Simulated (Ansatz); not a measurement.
# Na2RhN2, from a guessed structure to a relaxed one

Starting from a made-up structure for Na2RhN2, the aim is the relaxed cell, its shortest contacts and, where a second run follows, its electronic structure.

Method: DFT, PBE, plane-wave PAW, files of the set soft_1, scalar-relativistic, no spin, cell and ions relaxed at zero pressure; PAW set soft_1, in the first sound run; inputs show where later runs differ, in Ansatz 0.2.0.

## (1) Starting point

Symmetry: P-3m1, No. 164, trigonal system. Conventional cell: a = 4.427 Å, b = 4.427 Å, c = 5.217 Å, α = 90.00°, β = 90.00°, γ = 120.00°. Nearest to Rh lie 2 N at 1.93 Å. Nearest to Na lie 3 N at 2.60 Å. Nearest to N lie 1 N at 1.36 Å and 1 Rh at 1.93 Å and 3 Na at 2.60 Å. Farther neighbours and most contacts between anions are not listed.

## (2) Relaxing cell and atoms

The guessed cell has no reason to be at equilibrium. It is relaxed with the atoms, within the space group of the guess.

File input.yaml:

```yaml
crystal:
  lattice:
    - [4.427, 0.0, 0.0]
    - [-2.2135, 3.833894463, 0.0]
    - [0.0, 0.0, 5.217]
  atoms:
    - { symbol: Rh, position: [0.0, 0.0, 0.0] }
    - { symbol: Na, position: [0.666666667, 0.333333333, 0.2795] }
    - { symbol: Na, position: [0.333333333, 0.666666667, 0.7205] }
    - { symbol: "N", position: [0.0, 0.0, 0.3698] }
    - { symbol: "N", position: [0.0, 0.0, 0.6302] }
kpoints:
  mp_grid: { grid: [7, 7, 5] }
scf:
  occupations: { method: fermi_dirac, width: 0.05 }
hamiltonian:
  xc: pbe
  pseudopotentials: { kind: paw, azcp: { folder: soft_1 } }
relax:
  f_tol: 0.015
  max_steps: 70
  cell: {}
output:
  forces: true
  stress: true
```

Launch:

```
> ansatz run input.yaml --threads 4 --pin off --max-ram 8192MiB --backend cpu --events-out ev --progress --plain --runs-dir out
```

Numbers of over 12 decimals in the logs are rounded to 6 here.

The program printed:

```text
Engine: ansatz 0.2.0, aarch64-unknown-linux-gnu
Pseudopotentials: kind: paw
Pseudopotential: Rh, paw, valence charge 17, recommended cutoff 420 eV (normal), soft_1/Rh.paw.azcp
Pseudopotential: Na, paw, valence charge 9, recommended cutoff 420 eV (normal), soft_1/Na.paw.azcp
Pseudopotential: N, paw, valence charge 5, recommended cutoff 420 eV (normal), soft_1/N.paw.azcp
Functional definition: PBE
  parameter kappa = 0.804
  parameter beta = 0.066725
  exchange = pbe_x(kappa = kappa, mu = beta*pi^2/3)
  correlation = pbe_c(beta = beta)
Crystal: 5 atoms, lattice volume = 88.546 Å³
Basis set: ecut = 420 eV, 1739 PW (Γ), exchange–correlation on 60×60×72 points (8 copies of the dense FFT grid, shifted against one another)
Bands: 28, of which v1, the nominal top of the filled ones, is band 23 counted from 1 (22 counted from 0)
Symmetry: 12 space group operations
Space group: P-3m1 (ITA 164), of the structure as read, at distance tolerance 4.5e-5 Å
k-points: 32 of 245
Non-local potential: Rh, projectors of the file, l = 0: 3, l = 1: 2, l = 2: 2, l = 3: 1
Non-local potential: Na, projectors of the file, l = 0: 3, l = 1: 2, l = 2: 1
Non-local potential: N, projectors of the file, l = 0: 2, l = 1: 2, l = 2: 1
PAW form: soft (Blöchl's): semilocal exchange-correlation on the pseudo side does not see the compensation charge
PAW one-centre angular grid: Rh, 590 points (default); XC on 64 Gauss nodes
PAW one-centre angular grid: Na, 110 points (default); XC on 64 Gauss nodes
PAW one-centre angular grid: N, 110 points (default); XC on 64 Gauss nodes
Initial density: superposition of atomic densities (chi_scale 0.1, normalization cell, long waves kept (reshape's long-wave potential 0.00 eV rms))
Initial wavefunctions: pseudopotential atomic-orbital guess
Functional: x = pbe(κ = 0.804, μ = 0.219515), c = pbe(β = 0.066725)
SCF iter   1: F=—  HF=-10145.875536 eV  |F-HF|=—  |Δ(HF+E_count)|=         —  Δρ=8.98e-2  dr2=8.02e0  ethr=3.10e-3  ⟨swp⟩=5.9  Hψ=3372  notcnv=0
preconditioner: auto → Kerker (q_TF=auto, 2.437 Å⁻¹)  [metal: Δε(μ)=0.056 eV  Ē_g=7.221 eV  σ=0.050 eV  W_gap=0.27  n_scr=22 (ndim 8)  ℏωp=17.2 eV  f_vac=0.004  D(μ)=2.92/eV (n_scr^D=22)]
SCF iter   2: F=—  HF=-10144.086356 eV  |F-HF|=—  |Δ(HF+E_count)|=    1.79e0  Δρ=3.98e-2  dr2=2.42e0  ethr=3.10e-3  ⟨swp⟩=2.4  Hψ=1855  notcnv=0  defer=20
SCF iter   3: F=—  HF=-10143.444918 eV  |F-HF|=—  |Δ(HF+E_count)|=   6.41e-1  Δρ=1.21e-2  dr2=3.97e-1  ethr=3.10e-3  ⟨swp⟩=3.2  Hψ=1552  notcnv=0  defer=20
SCF iter   4: F=—  HF=-10143.351824 eV  |F-HF|=—  |Δ(HF+E_count)|=   9.31e-2  Δρ=4.66e-3  dr2=3.69e-2  ethr=8.81e-4  ⟨swp⟩=2.3  Hψ=1316  notcnv=0  defer=21
SCF iter   5: F=—  HF=-10143.354705 eV  |F-HF|=—  |Δ(HF+E_count)|=   2.88e-3  Δρ=1.91e-3  dr2=7.60e-3  ethr=8.21e-5  ⟨swp⟩=2.0  Hψ=1276  notcnv=0  defer=21
SCF iter   6: F=—  HF=-10143.355344 eV  |F-HF|=—  |Δ(HF+E_count)|=   6.39e-4  Δρ=9.11e-4  dr2=1.90e-3  ethr=1.69e-5  ⟨swp⟩=2.3  Hψ=1550  notcnv=0  defer=21
SCF iter   7: F=—  HF=-10143.355409 eV  |F-HF|=—  |Δ(HF+E_count)|=   6.50e-5  Δρ=3.85e-4  dr2=1.90e-4  ethr=4.23e-6  ⟨swp⟩=2.0  Hψ=1545  notcnv=0  defer=21
SCF iter   8: F=—  HF=-10143.355446 eV  |F-HF|=—  |Δ(HF+E_count)|=   3.76e-5  Δρ=1.29e-4  dr2=2.30e-5  ethr=4.22e-7  ⟨swp⟩=2.6  Hψ=1466  notcnv=0  defer=21
SCF iter   9: F=—  HF=-10143.355345 eV  |F-HF|=—  |Δ(HF+E_count)|=   1.01e-4  Δρ=3.90e-5  dr2=2.38e-6  ethr=5.12e-8  ⟨swp⟩=2.2  Hψ=1395  notcnv=0  defer=21
SCF iter  10: F=—  HF=-10143.355346 eV  |F-HF|=—  |Δ(HF+E_count)|=   9.70e-7  Δρ=1.39e-5  dr2=3.16e-7  ethr=5.30e-9  ⟨swp⟩=2.0  Hψ=1052  notcnv=0  defer=21
SCF iter  11: F=-10143.355346 eV  HF=-10143.355346 eV  |F-HF|=6.28e-8  |Δ(HF+E_count)|=   3.80e-7  Δρ=6.21e-6  dr2=4.58e-8  ethr=2.22e-10  ⟨swp⟩=4.2  Hψ=2821  notcnv=0
SCF 1 converged in 11 iterations: F = -10143.355346 eV  dr2 = 4.58e-8
  greatest PAW one-centre occupation: 1.000 electrons in one spin orbital (limit 2), on the Rh atom at site 0 (counted from 0), in its partial waves of l = 0
relax step   1: F+E_penalty+E_count = -10143.35534635 eV  Δ(F+E_penalty+E_count) = +0.000e0 eV  max|allowed force component| = 3.643e0 eV/Å  Δτ_max = 0.0000 Å  P = -6.535 GPa  Ω = 88.546 Å³  (11 SCF iters, dr2 threshold 1.00e-7 eV, accepted)
Crystal: 5 atoms, lattice volume = 88.221 Å³
Initial density: handed on by an earlier stage of this run
Initial wavefunctions: those handed on with the density
iter 1 solved again at ethr=1.14e-3 eV; its pass at ethr=3.10e-3 eV (dr2=5.12e-1 eV) is discarded
SCF iter   1: F=—  HF=-10143.936138 eV  |F-HF|=—  |Δ(HF+E_count)|=         —  Δρ=2.21e-2  dr2=5.15e-1  ethr=1.14e-3  ⟨swp⟩=1.0  Hψ=4838  notcnv=0
preconditioner: auto → LDOS  [metal: Δε(μ)=0.048 eV  Ē_g=16.272 eV  σ=0.050 eV  W_gap=0.23  n_scr=20 (ndim 8)  ℏωp=22.7 eV  f_vac=0.165  D(μ)=2.78/eV (n_scr^D=20)  β→1.0]
SCF iter   2: F=—  HF=-10143.801567 eV  |F-HF|=—  |Δ(HF+E_count)|=   1.35e-1  Δρ=7.75e-3  dr2=6.10e-2  ethr=1.14e-3  ⟨swp⟩=2.6  Hψ=1702  notcnv=0
SCF iter   3: F=—  HF=-10143.799278 eV  |F-HF|=—  |Δ(HF+E_count)|=   2.29e-3  Δρ=3.21e-3  dr2=1.01e-2  ethr=1.36e-4  ⟨swp⟩=2.0  Hψ=1816  notcnv=0  defer=24
SCF iter   4: F=—  HF=-10143.798901 eV  |F-HF|=—  |Δ(HF+E_count)|=   3.77e-4  Δρ=1.53e-3  dr2=1.19e-3  ethr=2.25e-5  ⟨swp⟩=2.0  Hψ=1713  notcnv=0  defer=24
SCF iter   5: F=—  HF=-10143.798550 eV  |F-HF|=—  |Δ(HF+E_count)|=   3.51e-4  Δρ=2.06e-4  dr2=2.50e-5  ethr=2.64e-6  ⟨swp⟩=2.0  Hψ=1224  notcnv=0  defer=24
SCF iter   6: F=—  HF=-10143.798472 eV  |F-HF|=—  |Δ(HF+E_count)|=   7.79e-5  Δρ=7.11e-5  dr2=3.56e-6  ethr=5.55e-8  ⟨swp⟩=2.6  Hψ=1431  notcnv=0  defer=24
SCF iter   7: F=—  HF=-10143.798473 eV  |F-HF|=—  |Δ(HF+E_count)|=   9.45e-7  Δρ=2.44e-5  dr2=5.29e-7  ethr=7.92e-9  ⟨swp⟩=2.1  Hψ=1528  notcnv=0  defer=24
SCF iter   8: F=-10143.798473 eV  HF=-10143.798473 eV  |F-HF|=3.86e-9  |Δ(HF+E_count)|=   6.40e-8  Δρ=5.16e-6  dr2=1.81e-8  ethr=1.11e-9  ⟨swp⟩=4.0  Hψ=2730  notcnv=0
SCF 2 converged in 8 iterations: F = -10143.798473 eV  dr2 = 1.81e-8
relax step   2: F+E_penalty+E_count = -10143.79847269 eV  Δ(F+E_penalty+E_count) = -4.431e-1 eV  max|allowed force component| = 2.997e0 eV/Å  Δτ_max = 0.1733 Å  P = -1.908 GPa  Ω = 88.221 Å³  energy of the carried Pulay correction = +2.821e-4 eV  (8 SCF iters, dr2 threshold 5.00e-7 eV, accepted)
Crystal: 5 atoms, lattice volume = 92.222 Å³
Basis set: ecut = 420 eV, 1811 PW (Γ), exchange–correlation on 60×60×72 points (8 copies of the dense FFT grid, shifted against one another)
iter 1 solved again at ethr=8.35e-4 eV; its pass at ethr=3.10e-3 eV (dr2=3.76e-1 eV) is discarded
SCF iter   1: F=—  HF=-10143.912955 eV  |F-HF|=—  |Δ(HF+E_count)|=         —  Δρ=2.20e-2  dr2=3.80e-1  ethr=8.35e-4  ⟨swp⟩=1.0  Hψ=4940  notcnv=0
preconditioner: auto → LDOS  [metal: Δε(μ)=0.061 eV  Ē_g=8.310 eV  σ=0.050 eV  W_gap=0.29  n_scr=20 (ndim 8)  ℏωp=16.9 eV  f_vac=0.184  D(μ)=2.92/eV (n_scr^D=20)  β→1.0]
SCF iter   2: F=—  HF=-10143.852415 eV  |F-HF|=—  |Δ(HF+E_count)|=   6.05e-2  Δρ=1.14e-2  dr2=1.27e-1  ethr=8.35e-4  ⟨swp⟩=2.4  Hψ=1459  notcnv=0  defer=1
SCF iter   3: F=—  HF=-10143.838592 eV  |F-HF|=—  |Δ(HF+E_count)|=   1.38e-2  Δρ=5.10e-3  dr2=3.27e-2  ethr=2.82e-4  ⟨swp⟩=2.1  Hψ=1903  notcnv=0  defer=20
SCF iter   4: F=—  HF=-10143.834946 eV  |F-HF|=—  |Δ(HF+E_count)|=   3.65e-3  Δρ=1.37e-3  dr2=3.24e-3  ethr=7.26e-5  ⟨swp⟩=2.0  Hψ=1103  notcnv=0  defer=20
SCF iter   5: F=—  HF=-10143.835016 eV  |F-HF|=—  |Δ(HF+E_count)|=   6.97e-5  Δρ=3.82e-4  dr2=1.78e-4  ethr=7.19e-6  ⟨swp⟩=1.8  Hψ=988  notcnv=0  defer=20
SCF iter   6: F=—  HF=-10143.835010 eV  |F-HF|=—  |Δ(HF+E_count)|=   5.67e-6  Δρ=9.42e-5  dr2=5.67e-6  ethr=3.96e-7  ⟨swp⟩=2.0  Hψ=1297  notcnv=0  defer=20
SCF iter   7: F=-10143.835010 eV  HF=-10143.835010 eV  |F-HF|=1.10e-7  |Δ(HF+E_count)|=   6.90e-7  Δρ=1.72e-5  dr2=2.09e-7  ethr=1.11e-9  ⟨swp⟩=3.2  Hψ=3620  notcnv=0
SCF 3 converged in 7 iterations: F = -10143.835010 eV  dr2 = 2.09e-7
relax step   3: F+E_penalty+E_count = -10143.83500965 eV  Δ(F+E_penalty+E_count) = -3.654e-2 eV  max|allowed force component| = 4.113e0 eV/Å  Δτ_max = 0.0471 Å  P = +4.959 GPa  Ω = 92.222 Å³  energy of the carried Pulay correction = -3.121e-3 eV  (7 SCF iters, dr2 threshold 5.00e-7 eV, accepted)
[...]
relax step   4: F+E_penalty+E_count = -10143.98967125 eV  Δ(F+E_penalty+E_count) = -1.547e-1 eV  max|allowed force component| = 6.782e-1 eV/Å  Δτ_max = 0.1168 Å  P = -0.297 GPa  Ω = 95.063 Å³  energy of the carried Pulay correction = -5.448e-3 eV  (6 SCF iters, dr2 threshold 5.00e-7 eV, accepted)
[...]
relax step   5: F+E_penalty+E_count = -10143.99342547 eV  Δ(F+E_penalty+E_count) = -3.754e-3 eV  max|allowed force component| = 1.093e-1 eV/Å  Δτ_max = 0.0041 Å  P = -0.007 GPa  Ω = 95.499 Å³  energy of the carried Pulay correction = -5.798e-3 eV  (5 SCF iters, dr2 threshold 5.00e-7 eV, accepted)
[...]
relax step   6: F+E_penalty+E_count = -10143.99340328 eV  Δ(F+E_penalty+E_count) = +2.219e-5 eV  max|allowed force component| = 2.694e-3 eV/Å  Δτ_max = 0.0041 Å  P = +0.012 GPa  Ω = 95.677 Å³  energy of the carried Pulay correction = -5.941e-3 eV  (5 SCF iters, dr2 threshold 5.00e-7 eV, accepted)
[...]
relax step   7: F+E_penalty+E_count = -10144.01210178 eV  Δ(F+E_penalty+E_count) = -1.870e-2 eV  max|allowed force component| = 4.812e-4 eV/Å  Δτ_max = 0.0000 Å  P = +0.279 GPa  Ω = 95.677 Å³  stress off target by 4.12e-1 GPa  SCF on the basis re-selected at this cell (its energy is not comparable with the rows above)  (10 SCF iters)
[...]
relax step   8: F+E_penalty+E_count = -10144.01316748 eV  Δ(F+E_penalty+E_count) = -1.066e-3 eV  max|allowed force component| = 1.443e-2 eV/Å  Δτ_max = 0.0205 Å  P = +0.094 GPa  Ω = 97.040 Å³  energy of the carried Pulay correction = -1.269e-3 eV  (6 SCF iters, dr2 threshold 4.25e-7 eV, accepted)
[...]
relax step   9: F+E_penalty+E_count = -10144.01281174 eV  Δ(F+E_penalty+E_count) = +3.557e-4 eV  max|allowed force component| = 9.357e-4 eV/Å  Δτ_max = 0.0064 Å  P = -0.005 GPa  Ω = 97.660 Å³  energy of the carried Pulay correction = -1.894e-3 eV  (6 SCF iters, dr2 threshold 4.82e-8 eV, accepted)
iter 1 solved again at ethr=1.48e-7 eV; its pass at ethr=3.10e-3 eV (dr2=6.65e-5 eV) is discarded
SCF iter   1: F=—  HF=-10143.992606 eV  |F-HF|=—  |Δ(HF+E_count)|=         —  Δρ=7.61e-4  dr2=4.87e-5  ethr=1.48e-7  ⟨swp⟩=3.1  Hψ=5895  notcnv=0
preconditioner: auto → LDOS  [metal: Δε(μ)=0.051 eV  Ē_g=7.872 eV  σ=0.050 eV  W_gap=0.24  n_scr=20 (ndim 8)  ℏωp=16.4 eV  f_vac=0.206  D(μ)=2.76/eV (n_scr^D=20)  β→1.0]
SCF iter   2: F=—  HF=-10144.014854 eV  |F-HF|=—  |Δ(HF+E_count)|=   2.22e-2  Δρ=1.89e-4  dr2=5.89e-5  ethr=1.08e-7  ⟨swp⟩=2.1  Hψ=1599  notcnv=0
SCF iter   3: F=—  HF=-10144.014848 eV  |F-HF|=—  |Δ(HF+E_count)|=   5.74e-6  Δρ=4.90e-5  dr2=4.12e-6  ethr=1.08e-7  ⟨swp⟩=2.0  Hψ=1069  notcnv=0
SCF iter   4: F=—  HF=-10144.014843 eV  |F-HF|=—  |Δ(HF+E_count)|=   5.12e-6  Δρ=3.78e-5  dr2=2.42e-6  ethr=9.16e-9  ⟨swp⟩=2.0  Hψ=1188  notcnv=0
SCF iter   5: F=—  HF=-10144.014843 eV  |F-HF|=—  |Δ(HF+E_count)|=   3.79e-7  Δρ=7.70e-6  dr2=6.40e-8  ethr=5.38e-9  ⟨swp⟩=2.0  Hψ=1124  notcnv=0
SCF iter   6: F=—  HF=-10144.014843 eV  |F-HF|=—  |Δ(HF+E_count)|=   2.98e-9  Δρ=2.00e-6  dr2=3.64e-9  ethr=1.42e-10  ⟨swp⟩=2.5  Hψ=1457  notcnv=0
SCF iter   7: F=—  HF=-10144.014843 eV  |F-HF|=—  |Δ(HF+E_count)|=  1.26e-10  Δρ=7.27e-7  dr2=4.63e-10  ethr=8.09e-12  ⟨swp⟩=2.0  Hψ=1433  notcnv=0
SCF iter   8: F=-10144.014843 eV  HF=-10144.014843 eV  |F-HF|=7.28e-12  |Δ(HF+E_count)|=  6.09e-10  Δρ=1.13e-7  dr2=9.16e-12  ethr=1.00e-12  ⟨swp⟩=3.0  Hψ=3597  notcnv=0
SCF 10 converged in 8 iterations: F = -10144.014843 eV  dr2 = 9.16e-12
relax step  10: F+E_penalty+E_count = -10144.01484311 eV  Δ(F+E_penalty+E_count) = -2.031e-3 eV  max|allowed force component| = 7.584e-4 eV/Å  Δτ_max = 0.0000 Å  P = -0.001 GPa  Ω = 97.660 Å³  stress off target by 3.49e-2 GPa  SCF on the basis re-selected at this cell (its energy is not comparable with the rows above)  (8 SCF iters)
basis re-selected at this cell: Δ(F+E_penalty+E_count) = -2.031e-3 eV, ΔP = +0.004 GPa vs the last step (what re-selecting the basis moved, of the pressure what is left beyond the Pulay correction that the steps carried, after the strain that the cell walked since its last selection, with what the two solves' SCF thresholds leave and, on support functions, any second-order correction that the steps lacked; it is no m [...]
SCF converged after 8 iterations
Free energy (F): -10144.014843 eV
Harris-Foulkes:  -10144.014843 eV  (|F-HF|=7.28e-12)
Internal energy: -10143.992485 eV  (E = F + TS)
E sigma→0 (E₀):  -10144.003664 eV
Entropy (-TS):   -0.022358 eV (-4.472 meV/atom)
Fermi energy:    6.076051 eV
--- Per-component energies (eV) ---
  E_band       = -813.448937
  E_kinetic    = 1019.538489
  E_local      = -6537.833128  (includes V_loc(G=0)·N_el)
  E_nonlocal   = 928.436556
  E_hartree    = 2399.781440
  E_xc         = -391.323216
  E_vxc        = -494.269875  (∫ρ·V_xc dr)
  E_paw        = -4447.272068  (= ΣΔE_a)
  E_vpaw       = -528.885414  (= ΣTr[D̂ρ^β])
  E_aug_tail   = 0.001617  (compensation charges beyond the density's cutoff)
  E_ewald      = -3115.322175
  E_smearing   = -0.022358  (= −TS)
  E_closure    = -0.000000  (closes the sum)
  Σ components = -10144.014843   (vs F -10144.014843, Δ=0.00e0)
--- Forces (eV/Å), atoms counted from 1 ---
  atom   1  Rh     0.00000000    -0.00000000     0.00000000
  atom   2  Na     0.00000000     0.00000000    -0.00075836
  atom   3  Na     0.00000000    -0.00000000     0.00075836
  atom   4  N      0.00000000     0.00000000     0.00045828
  atom   5  N      0.00000000    -0.00000000    -0.00045828
  max |Σ_I F_I| component: 1.16e-18 eV/Å
--- Stress (GPa, compression-positive) ---
        0.015882       0.000000      -0.000000
        0.000000       0.015882       0.000000
        0.000000       0.000000      -0.034924
  P = ⅓ Tr σ = -0.0011 GPa (-0.011 kbar)
--- Relaxed structure (8 steps of the walk, 8 accepted, 2 SCFs on fresh bases) ---
  F+E_penalty+E_count = -10144.01484311 eV   max|allowed force component| = 7.584e-4 eV/Å   (the final SCF, on the basis selected at the relaxed cell)
  cell:  # Å, volume = 97.6598 Å³
    - [4.768884, 0.0, 0.0]
    - [-2.384442, 4.129974, 0]
    - [0.0, 0, 4.958516]
  atoms:
    - { symbol: Rh, position: [0, 0, -7.980326513981864e-19] }
    - { symbol: Na, position: [0.666667, 0.333333, 0.211668] }
    - { symbol: Na, position: [0.333333, 0.666667, 0.788332] }
    - { symbol: N, position: [0, 0, 0.378220] }
    - { symbol: N, position: [0, 0, 0.621780] }
```

Elapsed: 15 s, on 4 threads of Arm Neoverse V2, shared host; peak memory 0.44 GiB; 35 s of CPU time.

This run has no spin polarisation although its electron count is odd.

The steps of the relaxation:

| step | energy less that of the first step (eV) | largest force component (eV/Å) | pressure (GPa) | volume (Å³) |
| --- | --- | --- | --- | --- |
| 1 | 0.0000 | 3.6433 | -6.54 | 88.55 |
| 2 | -0.4431 | 2.9974 | -1.91 | 88.22 |
| 3 | -0.4797 | 4.1128 | 4.96 | 92.22 |
| 4 | -0.6343 | 0.6782 | -0.30 | 95.06 |
| 5 | -0.6381 | 0.1093 | -0.01 | 95.50 |
| 6 | -0.6381 | 0.0027 | 0.01 | 95.68 |
| 7* | -0.6568 | 0.0005 | 0.28 | 95.68 |
| 8 | -0.6578 | 0.0144 | 0.09 | 97.04 |
| 9 | -0.6575 | 0.0009 | 0.00 | 97.66 |
| 10* | -0.6595 | 0.0008 | 0.00 | 97.66 |

Relaxation steps marked * repeat the geometry before them on a plane-wave basis chosen anew for their cell, so energy and pressure can jump there.

The run keeps the 12 symmetry operations that it works with, so distortions that break them were not tested.

| conventional cell, symmetrised | before | after | change |
| --- | --- | --- | --- |
| a (Å) | 4.427 | 4.769 | +7.7 % |
| b (Å) | 4.427 | 4.769 | +7.7 % |
| c (Å) | 5.217 | 4.959 | -5.0 % |
| volume (Å³/atom) | 17.71 | 19.53 | +10.3 % |

The atoms that moved most (Å, as changes of fractional coordinates times the final cell):

| atom | dx | dy | dz | length |
| --- | --- | --- | --- | --- |
| Na3 | 0.000 | 0.000 | 0.336 | 0.336 |
| Na2 | 0.000 | 0.000 | -0.336 | 0.336 |
| N4 | 0.000 | 0.000 | 0.042 | 0.042 |
| N5 | 0.000 | 0.000 | -0.042 | 0.042 |

Final coordinates:

```xyz
5
Lattice="4.7689 0.0000 0.0000 -2.3844 4.1300 0.0000 0.0000 0.0000 4.9585" Properties=species:S:1:pos:R:3 pbc="T T T"
Rh    0.0000    0.0000    0.0000
Na    2.3844    1.3767    1.0496
Na    0.0000    2.7533    3.9090
N     0.0000    0.0000    1.8754
N     0.0000    0.0000    3.0831
```

This step gave:

| Item | Value |
| --- | --- |
| free energy | -10144.0148 eV |
| energy at zero smearing | -10144.0037 eV |
| smearing term TS | 0.02236 eV |
| Fermi energy | 6.076 eV |
| electrons | 45 |
| symmetry operations | 12 |
| pressure | -0.001053 GPa |

Shortest distances by pair of elements, guess and relaxed (not always the same contact):

| pair | guess (Å) | relaxed (Å) |
| --- | --- | --- |
| N–N | 1.359 | 1.208 |
| N–Rh | 1.929 | 1.875 |
| N–Na | 2.599 | 2.875 |
| Na–Rh | 2.943 | 2.947 |
| Na–Na | 3.439 | 3.462 |

The relaxation ends with a largest force component of 7.6e-4 eV/Å and a pressure of 0.00 GPa.

(Part 1 of 2 ends here.)

[Logs are printed without paths, hosts, clocks, repeated set-up lines and the standing remarks that a program may print on its own settings, such as how far it seeks lower states.]

[Hosts, paths, dates, database ids (printed as entryN), source tags and the programs' standing remarks are cut or masked in the printed files.]
